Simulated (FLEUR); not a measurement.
# GdNi2: parallel and opposed starts, part 2 of 2

Aim: find out whether GdNi2 carries moments, and which collinear order costs least.

FLEUR MaX-R8.1; LDA (VWN) with U = 4.02 eV, J = 0.7 eV on Gd f; all-electron FLAPW, Dirac cores, scalar-relativistic bands.

So far. Step 2 (Run 1 (ferro ++++++)): After 29 cycles the largest moment stands at 7.12 μB.

## (3) Run 2 (antiferro +-++--)

Reversing part of the moments tests the sign of the couplings between them.

The seed on Ni dies away in this run, so the pattern is judged on the other seeded atoms.

inp.xml reads:

```
<?xml version="1.0" encoding="UTF-8" standalone="no"?>
<fleurInput fleurInputVersion="0.39">
   <comment>
      GdNi2
   </comment>
   <calculationSetup>
      <cutoffs Kmax="3.6" Gmax="10.8" GmaxXC="10.8" numbands="0"/>
      <scfLoop itmax="130" minDistance="0.0001" maxIterBroyd="15" imix="Anderson" alpha="0.05" precondParam="0.0" spinf="2.0" sdNocoIR="T"/>
      <coreElectrons ctail="T" frcor="F" kcrel="0" coretail_lmax="0"/>
      <xcFunctional name="vwn" relativisticCorrections="F"/>
      <magnetism jspins="2"/>
      <soc l_soc="F" theta="0.0" phi="0.0" spav="F"/>
      <expertModes spex="0" secvar="F"/>
      <geometryOptimization l_f="F" forcealpha="1.0" forcemix="BFGS" epsdisp="0.00001" epsforce="0.00001"/>
      <ldaU l_linMix="F" mixParam="0.05" spinf="1.0"/>
   </calculationSetup>
   <cell>
      <bzIntegration valenceElectrons="108.0" mode="hist" fermiSmearingEnergy="0.00293995">
         <kPointListSelection listName="default-1"/>
         <xi:include xmlns:xi="http://www.w3.org/2001/XInclude" href="kpts.xml"> </xi:include>
      </bzIntegration>
      <xi:include xmlns:xi="http://www.w3.org/2001/XInclude" href="sym.xml"> </xi:include>
      <bulkLattice scale="1.0">
         <bravaisMatrix>
            <row-1>    0.0000000000000000     6.7521339302463481     6.7521339302463481</row-1>
            <row-2>    6.7521339302463481     0.0000000000000000     6.7521339302463481</row-2>
            <row-3>    6.7521339302463481     6.7521339302463481     0.0000000000000000</row-3>
         </bravaisMatrix>
      </bulkLattice>
   </cell>
   <atomSpecies>
      <species name="Gadolinium7.000" element="Gd" atomicNumber="64">
         <mtSphere radius="2.8" gridPoints="925" logIncrement="0.014"/>
         <atomicCutoffs lmax="10" lnonsphr="8"/>
         <electronConfig flipSpins="F">
            <coreConfig>(1s1/2) (2s1/2) (2p1/2) (2p3/2) (3s1/2) (3p1/2) (3p3/2) (4s1/2) (3d3/2) (3d5/2) (4p1/2) (4p3/2) (4d3/2) (4d5/2)</coreConfig>
            <valenceConfig>(5s1/2) (5p1/2) (5p3/2) (6s1/2) (4f5/2) (4f7/2) (5d3/2) (5d5/2)</valenceConfig>
            <stateOccupation state="(4f5/2)" spinUp="2.5" spinDown="0.5"/>
            <stateOccupation state="(4f7/2)" spinUp="4.0" spinDown="0.0"/>
            <stateOccupation state="(5d3/2)" spinUp="0.4" spinDown="0.0"/>
            <stateOccupation state="(5d5/2)" spinUp="0.6" spinDown="0.0"/>
         </electronConfig>
         <energyParameters s="6" p="6" d="5" f="4"/>
         <ldaU l="3" U="4.02" J="0.7" l_amf="F"/>
         <lo type="SCLO" l="0" n="5" eDeriv="0"/>
         <lo type="SCLO" l="1" n="5" eDeriv="0"/>
      </species>
      <species name="Gadolinium-7.000" element="Gd" atomicNumber="64">
         <mtSphere radius="2.8" gridPoints="925" logIncrement="0.014"/>
         <atomicCutoffs lmax="10" lnonsphr="8"/>
         <electronConfig flipSpins="F">
            <coreConfig>(1s1/2) (2s1/2) (2p1/2) (2p3/2) (3s1/2) (3p1/2) (3p3/2) (4s1/2) (3d3/2) (3d5/2) (4p1/2) (4p3/2) (4d3/2) (4d5/2)</coreConfig>
            <valenceConfig>(5s1/2) (5p1/2) (5p3/2) (6s1/2) (4f5/2) (4f7/2) (5d3/2) (5d5/2)</valenceConfig>
            <stateOccupation state="(4f5/2)" spinUp="0.5" spinDown="2.5"/>
            <stateOccupation state="(4f7/2)" spinUp="0.0" spinDown="4.0"/>
            <stateOccupation state="(5d3/2)" spinUp="0.0" spinDown="0.4"/>
            <stateOccupation state="(5d5/2)" spinUp="0.0" spinDown="0.6"/>
         </electronConfig>
         <energyParameters s="6" p="6" d="5" f="4"/>
         <ldaU l="3" U="4.02" J="0.7" l_amf="F"/>
         <lo type="SCLO" l="0" n="5" eDeriv="0"/>
         <lo type="SCLO" l="1" n="5" eDeriv="0"/>
      </species>
      <species name="Nickel (Ni1.001" element="Ni" atomicNumber="28">
         <mtSphere radius="2.33" gridPoints="771" logIncrement="0.016"/>
         <atomicCutoffs lmax="8" lnonsphr="6"/>
         <electronConfig flipSpins="F">
            <coreConfig>(1s1/2) (2s1/2) (2p1/2) (2p3/2)</coreConfig>
            <valenceConfig>(3s1/2) (3p1/2) (3p3/2) (4s1/2) (3d3/2) (3d5/2)</valenceConfig>
            <stateOccupation state="(3d3/2)" spinUp="1.6" spinDown="1.6"/>
            <stateOccupation state="(3d5/2)" spinUp="2.9005" spinDown="1.8995"/>
         </electronConfig>
         <energyParameters s="4" p="4" d="3" f="4"/>
         <lo type="SCLO" l="0" n="3" eDeriv="0"/>
         <lo type="SCLO" l="1" n="3" eDeriv="0"/>
      </species>
      <species name="Nickel (Ni-1.001" element="Ni" atomicNumber="28">
         <mtSphere radius="2.33" gridPoints="771" logIncrement="0.016"/>
         <atomicCutoffs lmax="8" lnonsphr="6"/>
         <electronConfig flipSpins="F">
            <coreConfig>(1s1/2) (2s1/2) (2p1/2) (2p3/2)</coreConfig>
            <valenceConfig>(3s1/2) (3p1/2) (3p3/2) (4s1/2) (3d3/2) (3d5/2)</valenceConfig>
            <stateOccupation state="(3d3/2)" spinUp="1.6" spinDown="1.6"/>
            <stateOccupation state="(3d5/2)" spinUp="1.8995" spinDown="2.9005"/>
         </electronConfig>
         <energyParameters s="4" p="4" d="3" f="4"/>
         <lo type="SCLO" l="0" n="3" eDeriv="0"/>
         <lo type="SCLO" l="1" n="3" eDeriv="0"/>
      </species>
   </atomSpecies>
   <atomGroups>
      <atomGroup species="Gadolinium7.000">
         <relPos label="                   1">.0000000000 .0000000000 .0000000000</relPos>
         <force calculate="T" relaxXYZ="TTT"/>
      </atomGroup>
      <atomGroup species="Gadolinium-7.000">
         <relPos label="                   2">1.000/4.000 1.000/4.000 1.000/4.000</relPos>
         <force calculate="T" relaxXYZ="TTT"/>
      </atomGroup>
      <atomGroup species="Nickel (Ni1.001">
         <relPos label="                   3">-3.000/8.000 -3.000/8.000 -3.000/8.000</relPos>
         <relPos label="                   4">1.000/8.000 -3.000/8.000 -3.000/8.000</relPos>
         <force calculate="T" relaxXYZ="TTT"/>
      </atomGroup>
      <atomGroup species="Nickel (Ni-1.001">
         <relPos label="                   5">-3.000/8.000 1.000/8.000 -3.000/8.000</relPos>
         <relPos label="                   6">-3.000/8.000 -3.000/8.000 1.000/8.000</relPos>
         <force calculate="T" relaxXYZ="TTT"/>
      </atomGroup>
   </atomGroups>
   <output dos="F" band="F" slice="F">
      <bandDOS minEnergy="-.5*Htr" maxEnergy="0.5*Htr" sigma="0.015" storeEVData="T"/>
      <plotting iplot="0" polar="F">
         <plot TwoD="T" vec1="  1.0  0.0  0.0" vec2="  0.0  1.0  0.0" vec3="  0.0  0.0  1.0" zero="  0.0  0.0  0.0" file="plot"/>
      </plotting>
      <moessbauerParams electricFieldGradient="F" isomerShift="F" coreHyperfine="F" valenceHyperfine="F"/>
   </output>
</fleurInput>
```

crystal.txt reads:

```
GdNi2
&input film=F cartesian=F /
0.00000000000  3.57307540090  3.57307540090
3.57307540090  0.00000000000  3.57307540090
3.57307540090  3.57307540090  0.00000000000
1.8897261246
1.0 1.0 1.0

6
64 0.00000000000  0.00000000000  0.00000000000 : 7.000
64 0.25000000000  0.25000000000  0.25000000000 : -7.000
28 0.62500000000  0.62500000000  0.62500000000 : 1.001
28 0.12500000000  0.62500000000  0.62500000000 : 1.001
28 0.62500000000  0.12500000000  0.62500000000 : -1.001
28 0.62500000000  0.62500000000  0.12500000000 : -1.001

&kpt div1=8 div2=8 div3=8 gamma=T /
```

The run is started by

```sh
$ OMP_NUM_THREADS=1 inpgen -f crystal.txt > inpgen.log  # inp.xml is then edited as shown
$ OMP_NUM_THREADS=1 mpirun -n 4 fleur_MPI > fleur.log
```

What it wrote:

```text
[banner, memory and clock lines left out]
Welcome to FLEUR        (www.flapw.de)
      MaX-Release 8.1          (www.max-centre.eu)

 ========== k-point set info ==========
 Selected k-point list: default-1
 k-point list type: mesh
 0 x 0 x 0
 Number of k points: 96

 ------------Calculation Setup---------------------------
 Number of PE/node        :            4
 Number of OMP-threads    :            1
 k-points in parallel     :            4
 pe's per k-point         :            1
 No of k-point loops      :           24
 Eigenvalue solver        :       lapack
 Number of basis functions:          567
 Approximate size of matrices (H+S) per k-point:         0.010 GB
 Iteration:     1   Distance:      31.26477785 me/bohr^3
 Iteration:     2   Distance:      29.18754211 me/bohr^3
 Iteration:     3   Distance:      24.29166335 me/bohr^3
 Iteration:     4   Distance:      39.95284105 me/bohr^3
 Iteration:     5   Distance:      29.19269147 me/bohr^3
 Iteration:     6   Distance:      29.19437105 me/bohr^3
 Iteration:     7   Distance:      28.58986612 me/bohr^3
 Iteration:     8   Distance:       5.94894699 me/bohr^3
 Iteration:     9   Distance:       7.27477882 me/bohr^3
 Iteration:    10   Distance:       6.27710233 me/bohr^3
[... 18 iterations left out ...]
 Iteration:    29   Distance:       0.01007306 me/bohr^3
 Iteration:    30   Distance:       0.00971183 me/bohr^3
 Iteration:    31   Distance:       0.00813687 me/bohr^3
 Iteration:    32   Distance:       0.00256281 me/bohr^3
 Iteration:    33   Distance:       0.00163750 me/bohr^3
 Iteration:    34   Distance:       0.00100996 me/bohr^3
 Iteration:    35   Distance:       0.00037924 me/bohr^3
 Iteration:    36   Distance:       0.00021477 me/bohr^3
 Iteration:    37   Distance:       0.00015024 me/bohr^3
 Iteration:    38   Distance:       0.00003708 me/bohr^3

 ********************************************************************
 Run finished successfully
 Stop message:
   all done
 ********************************************************************

--- out.xml (last complete iteration) ---
<iteration numberForCurrentRun="   38" overallNumber="   38">
         [... left out ...]
         <bandgap value="0.0000000077" units="eV"/>
         <sumValenceSingleParticleEnergies value="-68.7835750370" units="Htr"/>
         <FermiEnergy value="0.3653709450" units="Htr"/>
         <valenceDensity>
            <mtCharges spin="1">
               <mtCharge atomType="1" total="11.6958970" s="1.1303934" p="2.9973845" d="0.5886059" f="6.9718549"/>
               <mtCharge atomType="2" total="4.6376417" s="1.1197647" p="2.9690833" d="0.4556129" f="0.0850660"/>
               <mtCharge atomType="3" total="8.6110708" s="1.2491179" p="3.1930617" d="4.1573358" f="0.0087878"/>
               <mtCharge atomType="4" total="8.6110707" s="1.2491179" p="3.1930617" d="4.1573357" f="0.0087878"/>
            </mtCharges>
            <mtCharges spin="2">
               <mtCharge atomType="1" total="4.6376421" s="1.1197647" p="2.9690833" d="0.4556132" f="0.0850661"/>
               <mtCharge atomType="2" total="11.6958966" s="1.1303934" p="2.9973844" d="0.5886056" f="6.9718548"/>
               <mtCharge atomType="3" total="8.6110707" s="1.2491179" p="3.1930617" d="4.1573357" f="0.0087878"/>
               <mtCharge atomType="4" total="8.6110708" s="1.2491179" p="3.1930617" d="4.1573358" f="0.0087878"/>
            </mtCharges>
            <spinDependentCharge spin="1" total="54.0000000" interstitial="3.2221784" mtSpheres="50.7778216"/>
            <spinDependentCharge spin="2" total="54.0000000" interstitial="3.2221784" mtSpheres="50.7778216"/>
            <totalCharge value="108.0000000000"/>
         </valenceDensity>
         [... left out ...]
         <magneticMomentsInMTSpheres units="muBohr">
            <globalMagMoment atomType="1" vec="0.00000   0.00000   7.05826"/>
            <localMagMoment atomType="1" vec="0.00000   0.00000   7.05826"/>
            <globalMagMoment atomType="2" vec="0.00000   0.00000  -7.05826"/>
            <localMagMoment atomType="2" vec="0.00000   0.00000  -7.05826"/>
            <globalMagMoment atomType="3" vec="0.00000   0.00000   0.00000"/>
            <localMagMoment atomType="3" vec="0.00000   0.00000   0.00000"/>
            <globalMagMoment atomType="4" vec="0.00000   0.00000   0.00000"/>
            <localMagMoment atomType="4" vec="0.00000   0.00000   0.00000"/>
         </magneticMomentsInMTSpheres>
         [... left out ...]
         <totalEnergy value="   -28619.7706920089" units="Htr">
            <sumOfEigenvalues value="   -17346.3322936815">
               <coreElectrons value="-17277.5487186445"/>
               <valenceElectrons value="-68.7835750370"/>
            </sumOfEigenvalues>
            <densityCoulombPotentialIntegral value="-47126.4679494368"/>
            <densityEffectivePotentialIntegral value="-48094.7090857644"/>
            <chargeDenXCDenIntegral value="-730.2426376492"/>
            <FockExchangeEnergyValence value="0.0000000000"/>
            <FockExchangeEnergyCore value="0.0000000000"/>
         [... left out ...]
            <dftUCorrection value="-0.8473274715"/>
            <tkbTimesEntropy value="0.0022908267"/>
            <freeEnergy value="-28619.7729828356"/>
            <extrapolationTo0K value="-28619.7718374222"/>
         </totalEnergy>
         [... left out ...]
         <ldaUDensityMatrixConvergence>
            <distance spin="1" distance="0.000000"/>
            <distance spin="2" distance="0.000000"/>
         </ldaUDensityMatrixConvergence>
         <densityConvergence units="me/bohr^3">
            <chargeDensity spin="1" distance="0.0000211390"/>
            <chargeDensity spin="2" distance="0.0000201284"/>
            <overallChargeDensity distance="0.0000370764"/>
            <spinDensity distance="0.0000181481"/>
         </densityConvergence>
      </iteration>
```

Wall time 13 min (4 MPI ranks of Arm Neoverse V1, shared host); peak memory 0.62 GiB.

Spin moment in the muffin-tin sphere by atom:

| atom | spin moment in the muffin-tin sphere (μB) |
| --- | --- |
| Gd1 | 7.06 |
| Gd2 | -7.06 |
| Ni3 | 0.00 |
| Ni4 | 0.00 |
| Ni5 | 0.00 |
| Ni6 | 0.00 |

Read from the output:

```
free energy                                                       : -778783.6969 eV
program's band gap on this mesh (in a metal only a level spacing) : 7.70e-9 eV
magnetization                                                     : 0 μB
final state                                                       : antiferromagnetic
```

It lies 3.90 meV a seeded atom over the first start, and its largest moment is 7.06 μB against 7.12 μB.

## (4) Energies of the orders

Free energies are divided by the number of seeded atoms. The count holds Ni, whose seed died away.

Orders:

| start | final state | typed order kept | energy over the lowest (meV a seeded atom) | largest sphere moment (μB) | net moment (μB a primitive cell) | mesh matched | CPU time (s) |
| --- | --- | --- | --- | --- | --- | --- | --- |
| ferro ++++++ | ferromagnetic, with opposed induced moments | yes | 0 | 7.116 | 14.16 | yes | 373.9 |
| antiferro +-++-- | antiferromagnetic | yes | 3.898 | 7.058 | 0 | yes | 3100 |

## (5) What came out

- lowest state found: ferromagnetic (typed ferro ++++++)
- largest site spin moment: 7.12 μB
- next finished state: antiferromagnetic, 3.90 meV a seeded atom higher

The lowest state found is ferromagnetic, reached from the start ferro ++++++, with moments up to 7.12 μB. The next finished state costs 3.9 meV a seeded atom. This is the lowest of 2 finished starts, no proof of the ground state. With 6 seeded atoms in the first cell, sign patterns within that cell may remain untried. The f shell is half filled, so the spin-only picture is fair.

[Logs and program files are shortened in this print: banners, set-up blocks, solver, clock and traceback lines can be left out without a mark of their own.]

[Logs are printed without paths, hosts, clocks, repeated set-up lines and the standing remarks that a program may print on its own settings, such as how far it seeks lower states.]

[Hosts, paths, dates, database ids (printed as entryN), source tags and the programs' standing remarks are cut or masked in the printed files.]

[Where a cell is said to come from a database of computed structures, the database is the Materials Project.]
